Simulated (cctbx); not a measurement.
**LiTlGe2O6 with cctbx, script by script**

Library: cctbx 2025.11. The data are simulated by the first script.

## 1. Simulate the data

run.py:

```python
from cctbx import adptbx, crystal, miller, sgtbx, xray
from cctbx.array_family import flex
from iotbx.shelx import hklf
from scitbx import matrix
import scitbx.random

cs = crystal.symmetry(unit_cell=(10.982, 9.169, 5.833, 90, 110.86, 90), space_group_symbol='Hall: -C 2yc')  # C2/c
atoms = [  # label, site, U (iso, or U11 U22 U33 U12 U13 U23 in A^2), occupancy
    ("Tl1", (0, 0.9158, 0.25), 0.0093, 1),
    ("Ge1", (0.7952, 0.593, 0.2481), 0.0120, 1),
    ("O1", (0.8552, 0.472, 0.0666), 0.0202, 1),
    ("O2", (0.8549, 0.7839, 0.2797), 0.0179, 1),
    ("O3", (0.6013, 0.5883, 0.1384), 0.0224, 1),
    ("Li1", (0, 0.2751, 0.25), 0.0219, 1),
]
xs = xray.structure(crystal_symmetry=cs)
for label, site, u, occ in atoms:
    u = adptbx.u_cif_as_u_star(cs.unit_cell(), u) if isinstance(u, tuple) else u
    xs.add_scatterer(xray.scatterer(label, site=site, u=u, occupancy=occ))
xs.set_inelastic_form_factors(0.56087, "sasaki")
xs.show_summary()
p1 = xs.expand_to_p1()
ms = miller.build_set(p1, anomalous_flag=True, d_min=1.1)
flex.set_random_seed(181773)
scitbx.random.set_random_seed(181773)
ms = ms.select(flex.random_double(ms.size()) < 0.7)
i = ms.structure_factors_from_scatterers(p1, algorithm="direct").f_calc().as_intensity_array().data()
i = i * 40000 / flex.max(i)
sig = flex.sqrt(i + flex.pow2(0.02 * i) + 8 ** 2)
noise = scitbx.random.variate(scitbx.random.normal_distribution())(i.size())
data = ms.array(data=i + sig * noise, sigmas=sig).set_observation_type_xray_intensity()
with open("data.hkl", "w") as f:
    data.export_as_shelx_hklf(f)
print("reflections written:", data.size(), " <I/sigma> = %.1f" % flex.mean(data.data() / data.sigmas()))
for h, a, b in list(data.sort("data"))[:12]:
    print("%4d%4d%4d %9.1f %7.1f" % (h + (a, b)))
```

```console
$ python run.py
```

```text
Number of scatterers: 6
At special positions: 2
Unit cell: (10.982, 9.169, 5.833, 90, 110.86, 90)
Space group: C 1 2/c 1 (No. 15)
reflections written: 1201  <I/sigma> = 15.0
  -5  -3   1   40152.4   824.7
  -5   3   1   40117.1   824.7
   5  -3  -1   39774.8   824.7
   2   2  -1   38823.3   810.2
   2  -2  -1   38783.5   810.2
   3   1   0   33245.6   675.1
  -3   1   0   33126.9   675.1
   3  -1   0   31820.9   675.1
   0   6   0   30772.5   627.9
   5   3   1   30702.1   627.0
  -5  -3  -1   29400.3   627.0
  -2  -4   1   27232.0   555.5
```

It took 0.32 s on 1 thread of Arm Neoverse N1 (shared host), peak memory 0.07 GiB.

## 2. Refinement (right model)

run.py:

```python
import math
from cctbx import adptbx, crystal, maptbx, sgtbx, xray
from cctbx.array_family import flex
from cctbx.xray import observations
from iotbx.shelx import hklf
from scitbx.lstbx import normal_eqns_solving
from smtbx import absolute_structure, utils
from smtbx.refinement import constraints, least_squares

cs = crystal.symmetry(unit_cell=(10.982, 9.169, 5.833, 90, 110.86, 90), space_group_symbol='Hall: -C 2yc')  # C2/c
atoms = [  # label, site, U (iso, or U11 U22 U33 U12 U13 U23 in A^2), occupancy
    ("Tl1", (0, 0.9166, 0.25), 0.0200, 1),
    ("Ge1", (0.7929, 0.5916, 0.2363), 0.0200, 1),
    ("O1", (0.8561, 0.4729, 0.0675), 0.0200, 1),
    ("O2", (0.8569, 0.7864, 0.2801), 0.0200, 1),
    ("O3", (0.5989, 0.5878, 0.1395), 0.0200, 1),
    ("Li1", (0, 0.275, 0.25), 0.0200, 1),
]
xs = xray.structure(crystal_symmetry=cs)
for label, site, u, occ in atoms:
    u = adptbx.u_cif_as_u_star(cs.unit_cell(), u) if isinstance(u, tuple) else u
    xs.add_scatterer(xray.scatterer(label, site=site, u=u, occupancy=occ))
xs.set_inelastic_form_factors(0.56087, "sasaki")
raw = hklf.reader(file_name="data.hkl").as_miller_arrays(crystal_symmetry=cs, anomalous=True)[0]
merged = raw.eliminate_sys_absent().merge_equivalents()
fo2 = merged.array().set_observation_type_xray_intensity()
print("Rint %.3f, %d unique reflections to %.2f A" % (merged.r_int(), fo2.size(), fo2.d_min()))
for sc in xs.scatterers():
    sc.flags.set_grad_site(True)
    sc.flags.set_grad_u_aniso(sc.flags.use_u_aniso())
    sc.flags.set_grad_u_iso(sc.flags.use_u_iso())
obs = fo2.as_xray_observations()
extra = {}
rep = constraints.reparametrisation(xs, [], utils.connectivity_table(xs), **extra)
ls = least_squares.crystallographic_ls(obs, rep, weighting_scheme=least_squares.mainstream_shelx_weighting(a=0, b=0))
print("cycle     R1     wR2    GooF  max shift (A)")
for cycle in range(8):
    ls.build_up()
    r1, wr2, goof = ls.r1_factor(cutoff_factor=2)[0], ls.wR2(), ls.goof()
    old = xs.sites_cart()
    normal_eqns_solving.levenberg_marquardt_iterations(ls, n_max_iterations=3, tau=1e-06, step_threshold=1e-7)
    big = flex.max((xs.sites_cart() - old).norms())
    print("%4d %7.4f %7.4f %7.3f %9.5f" % (cycle + 1, r1, wr2, goof, big))
    ls.build_up(objective_only=True)
    if abs(ls.wR2() - wr2) < 5e-5 and big < 5e-4:
        break
ls.build_up()
print("final R1 %.4f wR2 %.4f GooF %.3f  parameters %d  data/parameter %.1f" % (ls.r1_factor(cutoff_factor=2)[0], ls.wR2(), ls.goof(), ls.n_parameters, fo2.size() / ls.n_parameters))
cov = ls.covariance_matrix_and_annotations()
su = dict(zip(cov.annotations, (math.sqrt(max(v, 0)) for v in cov.matrix.matrix_packed_u_diagonal())))
a2 = cs.unit_cell().reciprocal_parameters()[0] ** -2
print("atom        x        y        z      Ueq    occ   su(xyz)  su(Uiso or U11)")
for sc in xs.scatterers():
    s = max(su.get(sc.label + k, 0) for k in (".x", ".y", ".z"))
    npd = "" if sc.is_positive_definite_u(cs.unit_cell()) else "  NPD"
    print("%-5s %8.5f %8.5f %8.5f %8.4f %6.3f %8.5f %7.4f%s" % ((sc.label,) + sc.site + (sc.u_iso_or_equiv(cs.unit_cell()), sc.occupancy, s, su.get(sc.label + ".uiso", su.get(sc.label + ".u11", 0) * a2), npd)))
fo = fo2.f_sq_as_f()
fc = fo.structure_factors_from_scatterers(xs, algorithm="direct").f_calc()
diff = fo.f_obs_minus_f_calc(1 / math.sqrt(ls.scale_factor()), fc).average_bijvoet_mates()
m = diff.fft_map(symmetry_flags=maptbx.use_space_group_symmetry, resolution_factor=0.25).apply_volume_scaling()
print("difference map: max %.2f min %.2f rms %.2f" % (m.statistics().max(), m.statistics().min(), m.statistics().sigma()))
peaks = m.peak_search(parameters=maptbx.peak_search_parameters(min_distance_sym_equiv=0.6, max_clusters=6)).all()
near = xs.closest_distances(peaks.sites(), distance_cutoff=4)
sps = cs.special_position_settings(min_distance_sym_equiv=0.5)
for k, (x, h) in enumerate(zip(peaks.sites(), peaks.heights())):
    ss = sps.site_symmetry(x)
    print("Q%-3d %7.4f %7.4f %7.4f %4d %7.2f  %.2f A from %s" % ((k + 1,) + tuple(t % 1 for t in ss.exact_site()) + (ss.multiplicity(), h, near.smallest_distances[k], xs.scatterers()[near.i_seqs[k]].label)))
```

```console
$ python run.py
```

```text
Rint 0.015, 213 unique reflections to 1.10 A
cycle     R1     wR2    GooF  max shift (A)
   1  0.0821  0.2107  11.634   0.06563
   2  0.0068  0.0167   0.923   0.00018
final R1 0.0068 wR2 0.0167 GooF 0.923  parameters 20  data/parameter 10.7
atom        x        y        z      Ueq    occ   su(xyz)  su(Uiso or U11)
Tl1    0.00000  0.91579  0.25000   0.0095  1.000  0.00002  0.0001
Ge1    0.79528  0.59304  0.24809   0.0121  1.000  0.00008  0.0002
O1     0.85590  0.47198  0.06704   0.0200  1.000  0.00050  0.0006
O2     0.85526  0.78428  0.28004   0.0182  1.000  0.00045  0.0007
O3     0.60143  0.58806  0.13849   0.0218  1.000  0.00055  0.0008
Li1    0.00000  0.27444  0.25000   0.0224  1.000  0.00106  0.0024
difference map: max 0.24 min -0.25 rms 0.07
Q1    0.0971  0.3422  0.9954    8    0.24  1.85 A from O1
Q2    0.0000  0.1715  0.2500    4    0.24  0.94 A from Li1
Q3    0.1992  0.4255  0.0015    8    0.22  1.11 A from O1
Q4    0.1041  0.4986  0.1725    8    0.20  1.35 A from Ge1
Q5    0.0000  0.4188  0.2500    4    0.19  1.32 A from Li1
Q6    0.2205  0.2890  0.6096    8    0.17  1.39 A from O2
```

Time: 0.46 s.

## 3. Simulate the data

run.py, as its changes from the last script of this kind:

```diff
@@ -23 +23 @@
-ms = miller.build_set(p1, anomalous_flag=True, d_min=1.1)
+ms = miller.build_set(p1, anomalous_flag=True, d_min=0.84)
```

```console
$ python run.py
```

```text
Number of scatterers: 6
At special positions: 2
Unit cell: (10.982, 9.169, 5.833, 90, 110.86, 90)
Space group: C 1 2/c 1 (No. 15)
reflections written: 2676  <I/sigma> = 13.2
   0   0  -2   39283.4   824.7
  -5  -3   1   31370.4   642.6
  -2  -2   1   31077.7   631.4
   5  -3  -1   31032.3   642.6
   2  -2  -1   30217.3   631.4
  -2   2   1   30173.1   631.4
  -3  -1   0   25436.7   527.0
   3   1   0   25421.1   527.0
   5   3   1   23309.7   489.8
   0   6   0   23274.0   490.5
  -5   3  -1   23186.7   489.8
   5  -3   1   22273.3   489.8
```

Time: 0.34 s.

## 4. Refinement (right model)

run.py, as its changes from the last script of this kind:

```diff
@@ -12,6 +12,6 @@
-    ("Tl1", (0, 0.9166, 0.25), 0.0200, 1),
-    ("Ge1", (0.7929, 0.5916, 0.2363), 0.0200, 1),
-    ("O1", (0.8561, 0.4729, 0.0675), 0.0200, 1),
-    ("O2", (0.8569, 0.7864, 0.2801), 0.0200, 1),
-    ("O3", (0.5989, 0.5878, 0.1395), 0.0200, 1),
-    ("Li1", (0, 0.275, 0.25), 0.0200, 1),
+    ("Tl1", (0, 0.9149, 0.25), 0.0200, 1),
+    ("Ge1", (0.7931, 0.5946, 0.2467), 0.0200, 1),
+    ("O1", (0.8537, 0.4724, 0.0671), 0.0200, 1),
+    ("O2", (0.8538, 0.7814, 0.2776), 0.0200, 1),
+    ("O3", (0.6036, 0.5901, 0.1448), 0.0200, 1),
+    ("Li1", (0, 0.2733, 0.25), 0.0200, 1),
@@ -23,0 +24 @@
+xs.convert_to_anisotropic()
```

```console
$ python run.py
```

```text
Rint 0.017, 479 unique reflections to 0.84 A
cycle     R1     wR2    GooF  max shift (A)
   1  0.0852  0.1978   9.716   0.03990
   2  0.0082  0.0192   0.944   0.00049
final R1 0.0082 wR2 0.0192 GooF 0.944  parameters 46  data/parameter 10.4
atom        x        y        z      Ueq    occ   su(xyz)  su(Uiso or U11)
Tl1    0.00000  0.91580  0.25000   0.0093  1.000  0.00001  0.0001
Ge1    0.79518  0.59299  0.24818   0.0120  1.000  0.00006  0.0002
O1     0.85505  0.47201  0.06673   0.0201  1.000  0.00040  0.0012
O2     0.85554  0.78408  0.28063   0.0186  1.000  0.00038  0.0011
O3     0.60131  0.58815  0.13866   0.0224  1.000  0.00043  0.0012
Li1    0.00000  0.27482  0.25000   0.0204  1.000  0.00077  0.0039
difference map: max 0.40 min -0.49 rms 0.11
Q1    0.0340  0.1453  0.8661    8    0.40  0.86 A from Tl1
Q2    0.1435  0.4222  0.5559    8    0.38  0.85 A from O1
Q3    0.0000  0.4764  0.2500    4    0.33  1.57 A from O1
Q4    0.2323  0.4214  0.3304    8    0.30  1.38 A from O1
Q5    0.0466  0.2656  0.9337    8    0.30  1.95 A from Tl1
Q6    0.2190  0.2685  0.4997    8    0.30  1.81 A from O2
```

Time: 0.5 s.

## 5. Simulate the data

run.py, as its changes from the last script of this kind:

```diff
@@ -23 +23 @@
-ms = miller.build_set(p1, anomalous_flag=True, d_min=0.84)
+ms = miller.build_set(p1, anomalous_flag=True, d_min=0.6)
```

```console
$ python run.py
```

```text
Number of scatterers: 6
At special positions: 2
Unit cell: (10.982, 9.169, 5.833, 90, 110.86, 90)
Space group: C 1 2/c 1 (No. 15)
reflections written: 7393  <I/sigma> = 11.2
   0   0   2   40753.6   824.7
  -5   3   1   31429.3   642.6
  -2  -2   1   31127.7   631.4
   5   3  -1   30756.1   642.6
   2  -2  -1   30579.6   631.4
  -3   1   0   25565.0   527.0
   3  -1   0   25538.5   527.0
   5   3   1   23959.4   489.8
   5  -3   1   23797.1   489.8
  -5   3  -1   23592.2   489.8
   0  -6   0   23268.5   490.5
  -5  -3  -1   23088.3   489.8
```

Time: 0.38 s.

## 6. Refinement (right model)

run.py, as its changes from the last script of this kind:

```diff
@@ -12,6 +12,6 @@
-    ("Tl1", (0, 0.9149, 0.25), 0.0200, 1),
-    ("Ge1", (0.7931, 0.5946, 0.2467), 0.0200, 1),
-    ("O1", (0.8537, 0.4724, 0.0671), 0.0200, 1),
-    ("O2", (0.8538, 0.7814, 0.2776), 0.0200, 1),
-    ("O3", (0.6036, 0.5901, 0.1448), 0.0200, 1),
-    ("Li1", (0, 0.2733, 0.25), 0.0200, 1),
+    ("Tl1", (0, 0.9139, 0.25), 0.0200, 1),
+    ("Ge1", (0.7977, 0.594, 0.2459), 0.0200, 1),
+    ("O1", (0.854, 0.4718, 0.0628), 0.0200, 1),
+    ("O2", (0.8572, 0.7852, 0.2808), 0.0200, 1),
+    ("O3", (0.6011, 0.588, 0.1334), 0.0200, 1),
+    ("Li1", (0, 0.2774, 0.25), 0.0200, 1),
```

```console
$ python run.py
```

```text
Rint 0.018, 1319 unique reflections to 0.60 A
cycle     R1     wR2    GooF  max shift (A)
   1  0.1678  0.3474  14.285   0.03536
   2  0.0101  0.0227   0.934   0.00147
   3  0.0101  0.0227   0.934   0.00037
final R1 0.0101 wR2 0.0227 GooF 0.934  parameters 46  data/parameter 28.7
atom        x        y        z      Ueq    occ   su(xyz)  su(Uiso or U11)
Tl1    0.00000  0.91581  0.25000   0.0093  1.000  0.00001  0.0000
Ge1    0.79520  0.59301  0.24811   0.0120  1.000  0.00003  0.0001
O1     0.85520  0.47193  0.06677   0.0203  1.000  0.00029  0.0006
O2     0.85495  0.78366  0.27939   0.0181  1.000  0.00026  0.0006
O3     0.60143  0.58838  0.13840   0.0223  1.000  0.00031  0.0006
Li1    0.00000  0.27496  0.25000   0.0205  1.000  0.00060  0.0023
difference map: max 0.66 min -0.71 rms 0.18
Q1    0.1440  0.4969  0.2909    8    0.71  0.86 A from O1
Q2    0.2048  0.1318  0.1850    8    0.67  0.99 A from Ge1
Q3    0.1867  0.2047  0.9191    8    0.65  1.09 A from O2
Q4    0.2391  0.1379  0.9667    8    0.63  1.59 A from Ge1
Q5    0.1770  0.4793  0.0428    8    0.63  0.76 A from O1
Q6    0.1661  0.3554  0.1935    8    0.60  1.84 A from O1
```

It took 0.56 s on 1 thread of Arm Neoverse N1, with other jobs on the host, peak memory 0.09 GiB.

[Logs are printed without paths, hosts, clocks, repeated set-up lines and the standing remarks that a program may print on its own settings, such as how far it seeks lower states.]
